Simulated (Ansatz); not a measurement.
# O on Ag(111): change of the work function, part 2 of 3

Aim: the work function of Ag(111) at several coverages of O (fcc site), and the dipole that each adsorbate carries.

Ansatz 0.2.0; plane-wave DFT, PBE, Ansatz PAW.

So far, work function, upper face (eV): step 2 (the clean slab) 4.47.

## 3. The covered slab, k-mesh 6×6×1, coverage 0.25 ML

System of this step: Ag16O (O/Ag(111)). The cell holds 17 atoms: 16 Ag and 1 O. Cell: a = 5.784 Å, b = 5.784 Å, c = 26.552 Å, α = 90.0°, β = 90.0°, γ = 60.0°. Vacuum lies along c.

The clean slab as it ended is repeated in the plane and the adsorbate is set on one face; the cell's size fixes the coverage, and the k-mesh shrinks with it to keep the sampling density about even. Adsorbate and upper layers relax, since the dipole depends on the height.

Input file input.yaml:

```yaml
crystal:
  lattice:
    - [5.7841334702, 1.0e-10, 0.0]
    - [2.892066735, 5.0092065241, 0.0]
    - [0.0, 0.0, 26.5523617493]
  atoms:
    - { symbol: Ag, position: [0.0, 0.0, 0.3389528994] }
    - { symbol: Ag, position: [0.1666666667, 0.1666666667, 0.4278851994] }
    - { symbol: Ag, position: [0.3333333333, 0.3333333333, 0.5178463278] }
    - { symbol: Ag, position: [0.0, 0.0, 0.6086555091] }
    - { symbol: Ag, position: [0.0, 0.5, 0.3389528994] }
    - { symbol: Ag, position: [0.1666666667, 0.6666666667, 0.4278851994] }
    - { symbol: Ag, position: [0.3333333333, 0.8333333333, 0.5178463278] }
    - { symbol: Ag, position: [0.0, 0.5, 0.6086555091] }
    - { symbol: Ag, position: [0.5, 0.0, 0.3389528994] }
    - { symbol: Ag, position: [0.6666666667, 0.1666666667, 0.4278851994] }
    - { symbol: Ag, position: [0.8333333333, 0.3333333333, 0.5178463278] }
    - { symbol: Ag, position: [0.5, 0.0, 0.6086555091] }
    - { symbol: Ag, position: [0.5, 0.5, 0.3389528994] }
    - { symbol: Ag, position: [0.6666666667, 0.6666666667, 0.4278851994] }
    - { symbol: Ag, position: [0.8333333333, 0.8333333333, 0.5178463278] }
    - { symbol: Ag, position: [0.5, 0.5, 0.6086555091] }
    - { symbol: O, position: [0.1666666667, 0.1666666667, 0.6610471006] }
kpoints:
  mp_grid: { grid: [6, 6, 1] }
hamiltonian:
  xc: pbe
scf:
  occupations: { method: fermi_dirac, width: 0.1 }
  convergence: { dr2_threshold: 1.0e-08 }
efield:
  axis: 3
  dipole_correction: true
  ramp_position: 0.97
  ramp_width: 0.06
relax:
  f_tol: 0.02
  max_steps: 60
  constraints: [{ sites: [0, 1, 4, 5, 8, 9, 12, 13] }]
output:
  dos: { projected: true, e_range: [-8, 4] }
  write_potential: true
  write_density: true
  volumetric_format: npy
  elf: true
```

Command:

```
$ ansatz run input.yaml --threads 4 --pin off --max-ram 6144MiB --backend cpu --events-out ev --progress --plain --runs-dir out
```

Numbers of over 12 decimals in the logs are rounded to 6 here.

Output:

```text
[...]
Crystal: 17 atoms, lattice volume = 769.326 Å³
Basis set: ecut = 420 eV, 15137 PW (Γ), exchange–correlation on 80×80×360 points (8 copies of the dense FFT grid, shifted against one another)
Bands: 186, of which v1, the nominal top of the filled ones, is band 155 counted from 1 (154 counted from 0)
Symmetry: 6 space group operations
[...]
k-points: 7 of 36 (time reversal used)
[...]
SCF iter   1: F=—  HF=-122011.331367 eV  |F-HF|=—  |Δ(HF+E_count)|=         —  Δρ=4.15e-3  dr2=5.95e-1  ethr=1.77e-3  p=-0.262 e·Å  D=-6.16e-2 V/Å  ΔV_dip=1.63 eV  dr2_dipole=1.80e-1  V_vac-E_F(+/−)=6.00/4.36 eV  ⟨swp⟩=6.6  Hψ=5098  notcnv=0  defer=103
[...]
SCF iter   9: F=-122011.331739 eV  HF=-122011.331739 eV  |F-HF|=2.17e-8  |Δ(HF+E_count)|=   6.33e-8  Δρ=4.84e-7  dr2=2.01e-9  ethr=3.23e-12  p=-0.228 e·Å  D=-5.37e-2 V/Å  ΔV_dip=1.43 eV  dr2_dipole=2.91e-10  V_vac-E_F(+/−)=5.92/4.49 eV  ⟨swp⟩=17.9  Hψ=10038  notcnv=0
SCF 1 converged in 9 iterations: F = -122011.331739 eV  dr2 = 2.01e-9
[...]
relax step   1: F+E_penalty+E_count = -122011.33173862 eV  Δ(F+E_penalty+E_count) = +0.000e0 eV  max|allowed force component| = 5.822e-1 eV/Å  Δτ_max = 0.0000 Å  (9 SCF iters, accepted)
[...]
SCF iter   9: F=-122011.400793 eV  HF=-122011.400793 eV  |F-HF|=9.85e-8  |Δ(HF+E_count)|=   1.02e-7  Δρ=5.20e-7  dr2=1.44e-9  ethr=3.23e-12  p=-0.209 e·Å  D=-4.91e-2 V/Å  ΔV_dip=1.30 eV  dr2_dipole=5.10e-11  V_vac-E_F(+/−)=5.80/4.49 eV  ⟨swp⟩=14.3  Hψ=8711  notcnv=0
SCF 2 converged in 9 iterations: F = -122011.400793 eV  dr2 = 1.44e-9
relax step   2: F+E_penalty+E_count = -122011.40079344 eV  Δ(F+E_penalty+E_count) = -6.905e-2 eV  max|allowed force component| = 4.823e-1 eV/Å  Δτ_max = 0.1081 Å  (9 SCF iters, accepted)
SCF iter   1: F=—  HF=-122011.436655 eV  |F-HF|=—  |Δ(HF+E_count)|=         —  Δρ=8.67e-4  dr2=1.73e-2  ethr=4.05e-5  p=-0.209 e·Å  D=-4.91e-2 V/Å  ΔV_dip=1.30 eV  dr2_dipole=6.43e-3  V_vac-E_F(+/−)=5.79/4.49 eV  ⟨swp⟩=3.0  Hψ=2415  notcnv=0  defer=127
[...]
SCF iter   8: F=-122011.434902 eV  HF=-122011.434902 eV  |F-HF|=5.41e-8  |Δ(HF+E_count)|=   5.04e-8  Δρ=4.63e-7  dr2=1.43e-9  ethr=3.23e-12  p=-0.197 e·Å  D=-4.63e-2 V/Å  ΔV_dip=1.23 eV  dr2_dipole=4.68e-11  V_vac-E_F(+/−)=5.72/4.49 eV  ⟨swp⟩=14.3  Hψ=8800  notcnv=0
SCF 3 converged in 8 iterations: F = -122011.434902 eV  dr2 = 1.43e-9
relax step   3: F+E_penalty+E_count = -122011.43490237 eV  Δ(F+E_penalty+E_count) = -3.411e-2 eV  max|allowed force component| = 5.377e-2 eV/Å  Δτ_max = 0.0304 Å  (8 SCF iters, accepted)
SCF iter   1: F=—  HF=-122011.435889 eV  |F-HF|=—  |Δ(HF+E_count)|=         —  Δρ=2.64e-4  dr2=6.17e-4  ethr=6.62e-6  p=-0.197 e·Å  D=-4.63e-2 V/Å  ΔV_dip=1.23 eV  dr2_dipole=8.59e-5  V_vac-E_F(+/−)=5.72/4.49 eV  ⟨swp⟩=2.4  Hψ=2285  notcnv=0  defer=126
[...]
SCF iter   7: F=-122011.435839 eV  HF=-122011.435839 eV  |F-HF|=2.01e-8  |Δ(HF+E_count)|=   2.24e-8  Δρ=3.49e-7  dr2=8.06e-10  ethr=3.23e-12  p=-0.196 e·Å  D=-4.60e-2 V/Å  ΔV_dip=1.22 eV  dr2_dipole=4.85e-11  V_vac-E_F(+/−)=5.71/4.49 eV  ⟨swp⟩=11.9  Hψ=8387  notcnv=0
SCF 4 converged in 7 iterations: F = -122011.435839 eV  dr2 = 8.06e-10
relax step   4: F+E_penalty+E_count = -122011.43583929 eV  Δ(F+E_penalty+E_count) = -9.369e-4 eV  max|allowed force component| = 6.268e-3 eV/Å  Δτ_max = 0.0105 Å  (7 SCF iters, accepted)
NSCF: frozen V_eff on 7 k-points
[...]
WARN: The output density's exchange-correlation potential varies sharply where the density is thin. Do not read a vacuum level from v_tot or v_xc, or from such a field of the output density. On a cell that repeats whose density bears no net charge and no dipole along the vacuum's axis use v_es (v_loc + v_h of the components); under efield.dipole_correction with no amplitude use v_es + v_field, which holds any externa [...]
SCF converged after 7 iterations
Free energy (F): -122011.435839 eV
[...]
Internal energy: -122011.237513 eV  (E = F + TS)
E sigma→0 (E₀):  -122011.336676 eV
Entropy (-TS):   -0.198326 eV (-11.666 meV/atom)
Fermi energy:    2.967024 eV
Dipole field:    D = -0.046000 V/Å  (p = -0.195571 e·Å, saw-weighted, corrected)
Work function:   Φ+ = 5.7130 eV   Φ− = 4.4916 eV
[...]
--- Forces (eV/Å), atoms counted from 1 ---
  atom   1  Ag    -0.02239423    -0.01292932    -0.14851174
  atom   2  Ag     0.00000000     0.00000000     0.12483545
  atom   3  Ag    -0.00121484    -0.00070139     0.00333515
  atom   4  Ag    -0.00289985    -0.00167423     0.00209130
  atom   5  Ag    -0.00000000     0.02585863    -0.14851174
  atom   6  Ag    -0.07760735     0.04480662     0.14131857
  atom   7  Ag    -0.00000000     0.00140278     0.00333515
  atom   8  Ag    -0.00000000     0.00334846     0.00209130
  atom   9  Ag     0.02239423    -0.01292932    -0.14851174
  atom  10  Ag     0.00000000    -0.08961325     0.14131857
  atom  11  Ag     0.00121484    -0.00070139     0.00333515
  atom  12  Ag     0.00289985    -0.00167423     0.00209130
  atom  13  Ag     0.00000000    -0.00000000    -0.10527126
  atom  14  Ag     0.07760735     0.04480662     0.14131857
  atom  15  Ag    -0.00000000     0.00000000    -0.00418336
  atom  16  Ag    -0.00000000     0.00000000    -0.00626786
  atom  17  O     -0.00000000     0.00000000    -0.00381253
  max |Σ_I F_I| component: 2.68e-7 eV/Å
--- Band table (eV; the first three rows and the last of 7) ---
  k-point 0: bands = [... 151 lower, 2.3110, 3.2029, 3.2029, 3.2498, 3.6532, 3.9686, 3.9686, 4.0670, ... 27 higher]
  k-point 1: bands = [... 151 lower, 1.9040, 2.5694, 2.8293, 2.9840, 3.0519, 3.7665, 3.7874, 4.1143, ... 27 higher]
  k-point 2: bands = [... 151 lower, 1.7412, 2.1171, 2.7692, 2.8040, 3.1329, 3.3938, 3.7228, 4.0172, ... 27 higher]
  k-point 6: bands = [... 151 lower, 1.2900, 1.5778, 1.8951, 2.5074, 2.8926, 3.4577, 4.6237, 4.7313, ... 27 higher]
--- Relaxed structure (4 steps of the walk, 4 accepted, 0 SCFs on fresh bases) ---
  F+E_penalty+E_count = -122011.43583929 eV   max|allowed force component| = 6.268e-3 eV/Å
  atoms:
[...]
- { symbol: Ag, position: [0.166667, 0.166667, 0.427885] }
    - { symbol: Ag, position: [0.332772, 0.332772, 0.517464] }
    - { symbol: Ag, position: [-0.00594113, -0.00594113, 0.610265] }
    - { symbol: Ag, position: [-2.7755575615628914e-17, 0.5, 0.338953] }
    - { symbol: Ag, position: [0.166667, 0.666667, 0.427885] }
    - { symbol: Ag, position: [0.332772, 0.834455, 0.517464] }
    - { symbol: Ag, position: [-0.00594113, 0.511882, 0.610265] }
    - { symbol: Ag, position: [0.5, -1.7959490106511302e-17, 0.338953] }
    - { symbol: Ag, position: [0.666667, 0.166667, 0.427885] }
    - { symbol: Ag, position: [0.834455, 0.332772, 0.517464] }
    - { symbol: Ag, position: [0.511882, -0.00594113, 0.610265] }
    - { symbol: Ag, position: [0.500000, 0.500000, 0.338953] }
    - { symbol: Ag, position: [0.666667, 0.666667, 0.427885] }
    - { symbol: Ag, position: [0.833333, 0.833333, 0.520882] }
    - { symbol: Ag, position: [0.500000, 0.500000, 0.604933] }
    - { symbol: O, position: [0.166667, 0.166667, 0.656784] }
```

Run time: 2 min. Hardware: 4 threads of Arm Neoverse V1, shared host; peak memory 3.3 GiB.

Relaxation path:

| step | energy less that of the first step (eV) | largest force component (eV/Å) |
| --- | --- | --- |
| 1 | 0.0000 | 0.5822 |
| 2 | -0.0691 | 0.4823 |
| 3 | -0.1032 | 0.0538 |
| 4 | -0.1041 | 0.0063 |

The run keeps the 6 symmetry operations that it works with, so distortions that break them were not tested.

The atoms that moved most (Å):

| atom | dx | dy | dz | length |
| --- | --- | --- | --- | --- |
| O17 | 0.000 | 0.000 | -0.113 | 0.113 |
| Ag16 | 0.000 | 0.000 | -0.099 | 0.099 |
| Ag15 | 0.000 | 0.000 | 0.081 | 0.081 |
| Ag4 | -0.052 | -0.030 | 0.043 | 0.073 |
| Ag8 | 0.000 | 0.060 | 0.043 | 0.073 |
| Ag12 | 0.052 | -0.030 | 0.043 | 0.073 |
| Ag7 | 0.000 | 0.006 | -0.010 | 0.012 |
| Ag3 | -0.005 | -0.003 | -0.010 | 0.012 |

The relaxed structure:

```
Ag O
1.0
     5.78413    0.00000    0.00000
     2.89207    5.00921    0.00000
     0.00000    0.00000   26.55236
Ag O
16 1
Direct
  0.00000 0.00000 0.33895
  0.16667 0.16667 0.42789
  0.33277 0.33277 0.51746
  0.99406 0.99406 0.61027
  0.00000 0.50000 0.33895
  0.16667 0.66667 0.42789
  0.33277 0.83446 0.51746
  0.99406 0.51188 0.61027
  0.50000 0.00000 0.33895
  0.66667 0.16667 0.42789
  0.83446 0.33277 0.51746
  0.51188 0.99406 0.61027
  0.50000 0.50000 0.33895
  0.66667 0.66667 0.42789
  0.83333 0.83333 0.52088
  0.50000 0.50000 0.60493
  0.16667 0.16667 0.65678
```

Numbers from this step:

- energy at zero smearing: -122011.3367 eV
- work function, upper face: 5.713 eV
- work function, lower face: 4.492 eV
- dipole along the normal: -0.1956 e·Å
- step between the vacuum levels: 1.221 eV

Running mean over 2.361 Å of the planar mean; the ramp of the sawtooth is left out. The electron's electrostatic potential energy less the Fermi level by z:

z (Å), electron's electrostatic potential energy less the Fermi level (eV) and a bar from the least value:
```
        4       4.49 ###########################
        5       4.49 ###########################
        6       4.42 ###########################
        7       3.52 ########################
        8      -2.18 ##########
        9      -5.77 #
       10      -5.97 
       11      -6.03 
       12      -5.85 
       13      -5.78 #
       14      -5.92 
       15      -5.63 #
       16      -5.93 
       17      -3.75 ######
       18       2.97 #######################
       19       5.41 #############################
       20       5.70 ##############################
       21       5.71 ##############################
       22       5.71 ##############################
       23       5.71 ##############################
```

The density of states has structure finer than the step of the table below, so its rows give means over 0.25 eV, whole bins alone (the curve runs from -8 to 1.98 eV). Peaks (eV: height): -5.230: 72.4, -5.050: 70.4, -4.570: 84.5, -4.480: 71.4, -3.520: 70.4, -3.040: 79.7, -2.980: 73.8.

Density of states against energy, zero at the Fermi level; means over each step:

| energy (eV) | density of states (states/eV a cell) |
| --- | --- |
| -7.50 | 0 |
| -7.25 | 0.429 |
| -7.00 | 1.16 |
| -6.75 | 1.31 |
| -6.50 | 1.54 |
| -6.25 | 4.57 |
| -6.00 | 26.5 |
| -5.75 | 49.3 |
| -5.50 | 41.6 |
| -5.25 | 44.8 |
| -5.00 | 35.5 |
| -4.75 | 38.6 |
| -4.50 | 61.5 |
| -4.25 | 48.5 |
| -4.00 | 47.9 |
| -3.75 | 54.2 |
| -3.50 | 55.4 |
| -3.25 | 51.2 |
| -3.00 | 64.4 |
| -2.75 | 19.3 |
| -2.50 | 5.91 |
| -2.25 | 2.52 |
| -2.00 | 6.49 |
| -1.75 | 4.71 |
| -1.50 | 9.33 |
| -1.25 | 9.39 |
| -1.00 | 4.46 |
| -0.75 | 2.95 |
| -0.50 | 4.05 |
| -0.25 | 6.16 |
| 0.00 | 6.30 |
| 0.25 | 4.02 |
| 0.50 | 1.50 |
| 0.75 | 6.97 |
| 1.00 | 4.22 |
| 1.25 | 6.12 |
| 1.50 | 5.47 |
| 1.75 | 4.42 |

Projected DOS per atom over height of the atomic layer and energy from the Fermi level. Layers: Ag4 Ag4 Ag4 Ag4 O from below.

Values in states/eV, 22 rows by 5 columns, each cell a mean:
```
0.13 0.18 0.19 0.15 0.12
0.20 0.19 0.19 0.22 0.30
0.28 0.21 0.21 0.30 0.38
0.07 0.07 0.06 0.08 0.15
0.31 0.33 0.26 0.27 0.66
0.27 0.20 0.23 0.22 0.79
0.20 0.15 0.14 0.21 1.05
0.31 0.28 0.21 0.66 2.85
0.21 0.22 0.33 0.41 1.04
0.21 0.17 0.19 0.30 0.28
1.90 1.95 1.98 1.91 0.25
3.90 3.23 3.04 3.69 0.38
3.91 2.64 3.01 3.55 0.54
3.71 2.49 2.67 3.06 0.49
3.41 3.65 3.54 2.91 0.68
2.23 2.24 2.65 2.86 1.34
2.56 3.34 2.96 2.25 0.60
0.92 2.80 2.45 1.14 0.53
0.07 0.23 0.22 0.07 0.02
0.04 0.13 0.11 0.02 0.01
0.01 0.04 0.03 0.01 0.00
0.00 0.00 0.00 0.00 0.00
```
Columns: height of the atomic layer (Å) from 9 to 17.4 (not evenly spaced); rows upwards: energy from the Fermi level (eV) from -7.96 to 1.95.

ELF in the ca plane at fractional y = 0.167, with atoms of Ag and O within 0.2 Å of it. It is the smooth field of the valence electrons, not physical close to the nuclei.

Ten even steps from '0' (0.00) to '9' (0.83), each cell a mean:
```
43221122222234431123331122100000000000000000
43221122222234421123432110000000000000000000
22211234321222221122322110000000000000000000
22222467632222211112222110000000000000000000
22222589752222211112221100000000000000000000
22222578742222211112222110000000000000000000
22222355432222221112222110000000000000000000
33221222221223321123332110000000000000000000
44221111122234431123432111000000000000000000
33221222222223321122321354310000000000000000
22222355432222221111125898631000000000000000
22222578742222211111148789852000000000000000
22222589752222211111158669952000000000000000
22222467632222211111137999841000000000000000
22221234322222221112213677520000000000000000
```
Columns run along c (16.0 Å, from fractional 0.33 to 0.93 of the cell), rows up along a (5.8 Å). Atoms in or near the plane, at fractional coordinates: Ag at (0.43, 0.17), Ag at (0.43, 0.67), O at (0.66, 0.17).

Electrostatic potential energy in the ca plane at fractional y = 0.167, with atoms of Ag and O within 0.2 Å of it. With pseudopotentials it is smooth inside the atoms' cores, unlike the true potential.

Values in eV, 8 rows by 16 columns, each cell a mean:
```
-11   4   2   4  -5  -8   2 -10   3   8   9   8   8   8   8   8
 -1   2 -16  -4   1   0   4  -2   5   8   8   8   8   8   8   8
  5  -3 -30 -15   5   5   6   4   6   8   8   8   8   8   8   8
  0   2 -18  -5   2   1   4  -1   5   8   8   8   8   8   8   8
-11   4   2   4  -5  -8   2 -10   3   8   9   8   8   8   8   8
 -1   2 -17  -4   1   0   4   0  -4   6   9   9   8   8   8   8
  5  -3 -30 -15   5   5   6   5 -25  -6   9   9   8   8   8   8
  0   1 -18  -5   2   1   5   1  -6   5   9   9   8   8   8   8
```
Columns run along c (16.0 Å, from fractional 0.33 to 0.93 of the cell; values clipped at the 3rd and 97th percentile), rows up along a (5.8 Å). Atoms in or near the plane, at fractional coordinates: Ag at (0.43, 0.17), Ag at (0.43, 0.67), O at (0.66, 0.17).

Valence density in the ca plane at fractional y = 0.167, with atoms of Ag and O within 0.2 Å of it. It is the smooth field of the valence electrons, not physical close to the nuclei.

Values in e/Å³, 8 rows by 16 columns, each cell a mean:
```
 1  0  0  0  1  1  0  1  0  0  0  0  0  0  0  0
 0  0  3  1  0  0  0  0  0  0  0  0  0  0  0  0
 0  1 13  3  0  0  0  0  0  0  0  0  0  0  0  0
 0  0  4  1  0  0  0  0  0  0  0  0  0  0  0  0
 1  0  0  0  1  1  0  1  0  0  0  0  0  0  0  0
 0  0  3  1  0  0  0  0  1  0  0  0  0  0  0  0
 0  1 13  3  0  0  0  0  4  2  0  0  0  0  0  0
 0  0  4  1  0  0  0  0  1  0  0  0  0  0  0  0
```
Columns run along c (16.0 Å, from fractional 0.33 to 0.93 of the cell), rows up along a (5.8 Å). Atoms in or near the plane, at fractional coordinates: Ag at (0.43, 0.17), Ag at (0.43, 0.67), O at (0.66, 0.17).

The relaxation took 4 steps and lowered the energy by 0.10 eV; the largest force on the free atoms ends at 0.0063 eV/Å.

By hand: a sheet of dipoles makes a step −p/(ε₀A) in the electron's potential. With e/ε₀ = 180.95 V·Å, p = -0.1956 e·Å and A = 28.97 Å², that is −180.95 × (-0.1956) / 28.97 = +1.221 eV, and the two vacuum levels of the run differ by +1.221 eV.

The covered face has 5.71 eV, +1.24 eV against the clean one; the bare back face has moved by +0.04 eV, a measure of how thin the slab is.

[end of part 2 of 3]

[Logs are printed without paths, hosts, clocks, repeated set-up lines and the standing remarks that a program may print on its own settings, such as how far it seeks lower states.]

[Hosts, paths, dates, database ids (printed as entryN), source tags and the programs' standing remarks are cut or masked in the printed files.]

[Maps of the electrostatic potential energy from Ansatz leave out the sawtooth potential of an applied field or a dipole correction, so their vacuum need not be flat; planar profiles and work functions include it.]

[The density of states shown here was stored with 400 of the rows of the run's finer table, so its peaks can read low, often by over a quarter, or be missed, and its means over a window can be off by a tenth or more.]
